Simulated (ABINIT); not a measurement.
# InH (P6_3/mmc): from the cell to the phonon bands, part 4 of 4

How does InH (P6_3/mmc) vibrate, and is this structure a minimum?

ABINIT 10.8.3; DFT LDA, scalar-relativistic, plane waves, HGH norm-conserving pseudopotentials.

So far, highest frequency (cm⁻¹): step 9 (interpolated phonon bands) 560. Also lowest frequency on the path (cm⁻¹): step 9 -776. The relaxed cell has a = 3.571, c = 5.651 Å (conventional setting).

The structure was built from a prototype and need not be the compound's stable phase.

**10. Density of states**

Sums over the zone need many more wavevectors than were solved, so the interpolation is sampled on a dense mesh.

File anaddb.abi:

```
ddb_filepath "all_DDB"
output_file "anaddb.abo"
outdata_prefix "anaddb"
ifcflag 1
ngqpt 3 3 2
nqshft 1
q1shft 0.0 0.0 0.0
asr 1
chneut 0
dipdip 0
dipquad 0
quadquad 0
prtdos 2
ng2qpt 15 15 8
dosdeltae 4.5563e-06
ntemper 11
temperinc 100.0
tempermin 0.0
```

Command:

```console
$ OMP_NUM_THREADS=1 anaddb anaddb.abi > anaddb.log
```

anaddb.abo, the main output file:

```text
-outvars_anaddb: echo values of input variables ----------------------

 Flags :
     ifcflag         1
 Miscellaneous information :
         asr         1
      chneut         0
 Interatomic Force Constants Inputs :
      dipdip         0
     dipquad         0
    quadquad         0
      ifcana         0
      ifcout         0
 Description of grid 1 :
        brav         1
       ngqpt         3         3         2
      nqshft         1
      q1shft
                     0.00000000E+00  0.00000000E+00  0.00000000E+00
 Phonon DOS information :
   dosdeltae  4.55630000E-06
    dossmear  4.55633525E-06
 Description of grid 2 (Fourier interp. or BZ sampling):
      ng2qpt        15        15         8
      ngrids         4
      q2shft         0.00000000E+00  0.00000000E+00  0.00000000E+00

================================================================================

 read the DDB information and perform some checks

  ==== Info on the Cryst% object ====
 Real(R)+Recip(G) space primitive vectors, cartesian coordinates (Bohr,Bohr^-1):
 R(1)=  6.7488360  0.0000045  0.0000000  G(1)=  0.1481736  0.0855482  0.0000000
 R(2)= -3.3744219  5.8446612  0.0000000  G(2)= -0.0000001  0.1710963  0.0000000
 R(3)=  0.0000000  0.0000000 10.6780764  G(3)=  0.0000000  0.0000000  0.0936498
 Unit cell volume ucvol=  4.2119326E+02 bohr^3
 Angles (23,13,12)=  9.00000000E+01  9.00000000E+01  1.20000000E+02 degrees
 Time-reversal symmetry is present
 Reduced atomic positions [iatom, xred, symbol]:
    1)    0.3333333  0.6666667  0.2500000  In
    2)    0.6666667  0.3333333  0.7500000  In
    3)    0.6666667  0.3333333  0.2500000   H
    4)    0.3333333  0.6666667  0.7500000   H

 DDB file with 6 blocks has been read.

================================================================================

 Calculation of the interatomic forces

       Homogeneous q point set in the B.Z.
 Grid q points  :       18
  1)   0.00000000E+00  0.00000000E+00  0.00000000E+00
  2)   3.33333333E-01  0.00000000E+00  0.00000000E+00
  3)  -3.33333333E-01  0.00000000E+00  0.00000000E+00
  4)   0.00000000E+00  3.33333333E-01  0.00000000E+00
  5)   3.33333333E-01  3.33333333E-01  0.00000000E+00
  6)  -3.33333333E-01  3.33333333E-01  0.00000000E+00
  7)   0.00000000E+00 -3.33333333E-01  0.00000000E+00
  8)   3.33333333E-01 -3.33333333E-01  0.00000000E+00
  9)  -3.33333333E-01 -3.33333333E-01  0.00000000E+00
 10)   0.00000000E+00  0.00000000E+00  5.00000000E-01
 11)   3.33333333E-01  0.00000000E+00  5.00000000E-01
 12)  -3.33333333E-01  0.00000000E+00  5.00000000E-01
 13)   0.00000000E+00  3.33333333E-01  5.00000000E-01
 14)   3.33333333E-01  3.33333333E-01  5.00000000E-01
 15)  -3.33333333E-01  3.33333333E-01  5.00000000E-01
 16)   0.00000000E+00 -3.33333333E-01  5.00000000E-01
 17)   3.33333333E-01 -3.33333333E-01  5.00000000E-01
 18)  -3.33333333E-01 -3.33333333E-01  5.00000000E-01

 The interatomic forces have been obtained

================================================================================

 Calculation of phonon density of states

 Average speed of sound partial sums:     0.5172219023E-03 (at units)
-                                   =           1.1315 [km/s]

 Debye frequency from partial sums:     0.2689470347E-03 (Ha)
-                                 =     0.1769586480E+01 (THz)
-Debye temperature from partial sums:     0.8492675655E+02 (K)

 Average speed of sound:     0.5185958310E-04 (at units)
-                      =           0.1135 [km/s]

 Debye frequency from DOS:     0.2696614554E-04 (Ha)
-                        =     0.1774287142E+00 (THz)
-Debye temperature from DOS:     0.8515235277E+01 (K)

-
```

The job ended after 1.5 s (1 thread of Arm Neoverse V1, shared host).

This step gave:

```yaml
share_of_modes_beyond_3i_cm_minus1_on_the_dense_interpolated_mesh: 0.4884
```

The phonon density of states has structure finer than the step of the table below, so its rows give means over 25 cm⁻¹, whole bins alone (the curve runs from -806 to 580 cm⁻¹). Peaks (cm⁻¹: height): -590.1: 0.0210, -383.1: 0.0186, -41.1: 0.0243, 21.9: 0.0276, 66.9: 0.0287, 102.9: 0.0689, 408.9: 0.0126.

Tetrahedra. Table of phonon density of states by wavenumber; means over each step:

wavenumber (cm⁻¹), phonon density of states (1/cm⁻¹/cell) and a bar:
```
     -775     0.0000 
     -750     0.0002 
     -725     0.0004 
     -700     0.0006 
     -675     0.0007 #
     -650     0.0016 #
     -625     0.0041 ###
     -600     0.0121 #########
     -575     0.0144 ###########
     -550     0.0097 #######
     -525     0.0056 ####
     -500     0.0052 ####
     -475     0.0063 #####
     -450     0.0046 ###
     -425     0.0028 ##
     -400     0.0096 #######
     -375     0.0134 ##########
     -350     0.0082 ######
     -325     0.0067 #####
     -300     0.0070 #####
     -275     0.0068 #####
     -250     0.0073 #####
     -225     0.0055 ####
     -200     0.0035 ###
     -175     0.0039 ###
     -150     0.0050 ####
     -125     0.0083 ######
     -100     0.0133 ##########
      -75     0.0163 ############
      -50     0.0201 ###############
      -25     0.0210 ################
        0     0.0234 ##################
       25     0.0240 ##################
       50     0.0225 #################
       75     0.0245 ##################
      100     0.0398 ##############################
      125     0.0144 ###########
      150     0.0029 ##
      175     0.0023 ##
      200     0.0025 ##
      225     0.0026 ##
      250     0.0028 ##
      275     0.0032 ##
      300     0.0037 ###
      325     0.0050 ####
      350     0.0063 #####
      375     0.0079 ######
      400     0.0114 #########
      425     0.0120 #########
      450     0.0109 ########
      475     0.0106 ########
      500     0.0087 #######
      525     0.0077 ######
      550     0.0061 #####
```

**11. Results**

```json
{
  "space group after relaxation": "P6_3/mmc",
  "volume per atom": "15.6 Å³",
  "highest optical zone-centre mode (no LO-TO term)": "554.9 cm⁻¹",
  "lowest optical zone-centre mode": "-776.0 cm⁻¹",
  "q mesh": "3×3×2",
  "lowest mode on the q mesh (acoustic ones at the zone centre apart)": "-776.0 cm⁻¹",
  "imaginary modes on the q mesh": "yes"
}
```

In words: InH (P6_3/mmc) is unstable: a mode solved on the 3×3×2 mesh is imaginary, 776i cm⁻¹; its spectrum reaches 560 cm⁻¹. At the LDA level the optical modes of InH (P6_3/mmc) at the zone centre run from 776i to 555 cm⁻¹, so the structure is a saddle point, with 4 modes beyond 10i cm⁻¹ there. The most unstable solved mode lies at the zone centre, but modes at other wavevectors are imaginary too, so the distortion may enlarge the cell. These are harmonic frequencies at zero temperature: anharmonic shifts and linewidths and thermal expansion are left out. The HGH files keep few electrons and have no core correction, which is cheap but rough for In. In a metal the frequencies hang on the k mesh and the smearing, most of all near Kohn anomalies. The structure is a hypothetical one, built on a prototype.

[Host names and launcher messages were left out of these logs when they were recorded.]

[Logs are printed without paths, hosts, clocks, repeated set-up lines and the standing remarks that a program may print on its own settings, such as how far it seeks lower states.]

[Hosts, paths, dates, database ids (printed as entryN), source tags and the programs' standing remarks are cut or masked in the printed files.]
